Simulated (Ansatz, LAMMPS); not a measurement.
# Squeezing and shearing Ga2O3 with crystalline order left by the classical run (100 atoms): runs compared

How stiff is Ga2O3 with crystalline order left by the classical run (100 atoms), and how do its levels respond to strain?

Computed with Ansatz 0.2.0: Kohn-Sham DFT, PBE, PAW (set soft_2), plane waves.

**1. The cell as built**

The cell holds 100 atoms: 40 Ga and 60 O. Its edges and angles: a = 10.014 Å, b = 10.014 Å, c = 10.014 Å, α = 90.0°, β = 90.0°, γ = 90.0°. 100 atoms (40 Fe, 60 O) placed at random at 4.44 g/cm³, melted at 5000 K for 10 ps at fixed volume with the Morse and Coulomb pair potential with partial charges (Pedone, Malavasi, Menziani, Cormack and Segre, J. Phys. Chem. B 110, 11780 (2006)). Quenched from 5000 K to 300 K at 200 K/ps and fixed volume, held 10 ps at zero pressure, then minimised at fixed cell. Then Fe was replaced by Ga and the cell scaled by 1.003 (the potential has no terms for the new elements, so the cell is a start for a DFT relaxation).

What the set-up can't give: The quench rate of 200 K/ps is many orders above laboratory rates, so the cell is likely richer in defects and strain than a real sample. The network of bonds at the start is that of the classical potential that made the cell, and needn't be the one that DFT or experiment would give. Sampling is at Γ alone.

**2. The reference run**

The reference is a single point at the end of the relaxation.

Every strained cell starts from the geometry of this run, and its atoms are relaxed with the cell held.

Its input, with most atom lines left out:

```yaml
crystal:
  lattice:
    - [10.69715, 0.22314, 0.2259]
    - [0.22314, 10.26856, -0.37119]
    - [0.2259, -0.37119, 10.39076]
  atoms:
    - { symbol: Ga, position: [0.91457, 0.76226, 0.86045] }
    - { symbol: Ga, position: [0.48591, 0.51458, 0.47876] }
    - { symbol: Ga, position: [0.63682, 0.07187, 0.52123] }
    - { symbol: Ga, position: [0.20514, 0.67522, 0.9905] }
    - { symbol: Ga, position: [0.04143, 0.03227, 0.87745] }
    - { symbol: Ga, position: [0.06779, 0.84891, 0.15155] }
    - { symbol: Ga, position: [0.96857, 0.40685, 0.3819] }
    [... atom lines 8 to 100 left out ...]
kpoints:
  mp_grid: { grid: [1, 1, 1] }
hamiltonian:
  xc: pbe
scf:
  occupations: { method: fixed }
output:
  forces: true
  stress: true
  populations: true
  dos:
    method: { smearing: { sigma: 0.15 } }
    de: 0.1
    projected: { site_lists: { Ga: [Ga], O: [O] } }
  eigenvalues: true
  write_density: true
  write_potential: true
  volumetric_format: npy
  elf: true
```

| Item | Value |
| --- | --- |
| free energy per atom | -1853.8947 eV/atom |
| r.m.s. force component | 0.00399 eV/Å |
| pressure | -0.01686 GPa |

Filled and empty levels are parted by 1.31 eV (at Γ alone); a semilocal functional tends to put such gaps too low. In a disordered cell it changes from sample to sample, and tail or defect levels can set it.

**3. The runs**

Each row is one run, on 4 threads of AMD EPYC 7R43, shared host. The free energy is the program's total, comparable only between runs with the same functional, potentials and atoms.

| run | atoms | outcome | ionic steps, all passes | free energy (eV) | time | host memory (GiB) |
| --- | --- | --- | --- | --- | --- | --- |
| Single point at the start | 100 | converged | - | -185380.219 | 21 s | 1.7 |
| Cell and atoms relaxed | 100 | converged | 29 | -185389.467 | 11 min | 1.8 |
| Single point at the relaxed geometry | 100 | converged | - | -185389.467 | 48 s | 1.9 |
| Volume -3 % | 100 | converged | 6 | -185389.140 | 3.3 min | 1.9 |
| Volume +3 % | 100 | converged | 5 | -185389.153 | 2.4 min | 1.9 |
| Volume -6 % | 100 | converged | 9 | -185388.339 | 7.1 min | 1.8 |
| Volume +6 % | 100 | converged | 7 | -185388.245 | 4.1 min | 2.0 |
| Volume -10 % | 100 | converged | 10 | -185386.058 | 5.6 min | 1.8 |
| Stretched by 1 % along x | 100 | converged | 3 | -185389.400 | 1.8 min | 1.9 |
| Compressed by 1 % along x | 100 | converged | 3 | -185389.406 | 1.7 min | 1.8 |
| Sheared by 2 % in xy | 100 | converged | 3 | -185389.391 | 95 s | 1.9 |

In some runs the program notes that the SCF threshold is loose for the stress.

**4. Pressure against volume**

Atoms are relaxed at each volume, in the scaled cell.

| volume change (%) | volume (Å³/atom) | energy change (meV/atom) | pressure (GPa) | largest move on relaxing (Å) | bonds | gap (eV) |
| --- | --- | --- | --- | --- | --- | --- |
| -10 | 10.249 | 34.09 | 11.18 | 0.81 | 209 | 1.85 |
| -6 | 10.705 | 11.28 | 5.28 | 0.64 | 208 | 1.64 |
| -3 | 11.046 | 3.27 | 2.85 | 0.21 | 199 | 1.50 |
| +0 | 11.388 | 0.00 | -0.02 | - | 196 | 1.31 |
| +3 | 11.730 | 3.14 | -2.95 | 0.14 | 195 | 1.11 |
| +6 | 12.071 | 12.22 | -5.42 | 0.27 | 194 | 0.942 |

**5. Uniaxial strain and shear**

Stress (GPa, compression positive) less that of the relaxed cell, atoms relaxed:

| strain | xx | yy | zz | xy | energy change (meV/atom) |
| --- | --- | --- | --- | --- | --- |
| stretched by 1 % along x | -1.917 | -0.833 | -0.682 | -0.079 | 0.67 |
| compressed by 1 % along x | 1.981 | 0.872 | 0.719 | 0.081 | 0.61 |
| sheared by 2 % in xy | -0.167 | -0.293 | -0.038 | -1.200 | 0.76 |

**6. Findings**

The bulk modulus, from the slope of pressure against ln V over the three points nearest the relaxed volume, is 96.6 GPa; between neighbouring points the slope runs 136, 77, 94, 99 and 86 GPa from the smallest volume up, without a steady fall, so no pressure derivative is given. The count of bonds runs from 194 to 209 over the series, so at some points contacts cross the cutoffs. At -10 % and -6 % some atom moved by over 0.5 Å on relaxing, so those points may sit in another local minimum. The gap goes from 1.85 eV at the smallest volume to 0.942 eV at the largest, -5.6 eV per unit of ln V by a straight line, on the run's k-points. In the Cartesian axes of the cell, finite differences give C11 = 195, C12 = 85.3, C13 = 70.0 and C66 = 60.0 GPa (the shear of 2 % is the engineering strain, εxy = 0.01). The mean of C11, C12 and C13, which equals the bulk modulus in a cubic or isotropic solid, is 117 GPa: it lies 21 % over the bulk modulus from the volumes. For an isotropic solid C66 would equal (C11 − C12)/2 = 54.8 GPa; so small a sample needn't be isotropic, and C66 rests on one shear. With the bulk modulus and C66 as K and G, Young's modulus would be about 149 GPa and Poisson's ratio 0.24.

**Limits.** Strains are finite and relaxations stop at the force tolerance of the input, which can leave moduli too stiff; they are those of a static cell at zero temperature. Volumes are changed with the cell's shape held, so in an anisotropic solid the modulus lies over the one under free hydrostatic load. The program notes that the SCF threshold of the relaxations is loose for the stress.

The DFT runs together took 40 min of wall time.

[Logs are printed without paths, hosts, clocks, repeated set-up lines and the standing remarks that a program may print on its own settings, such as how far it seeks lower states.]

[Hosts, paths, dates, database ids (printed as entryN), source tags and the programs' standing remarks are cut or masked in the printed files.]
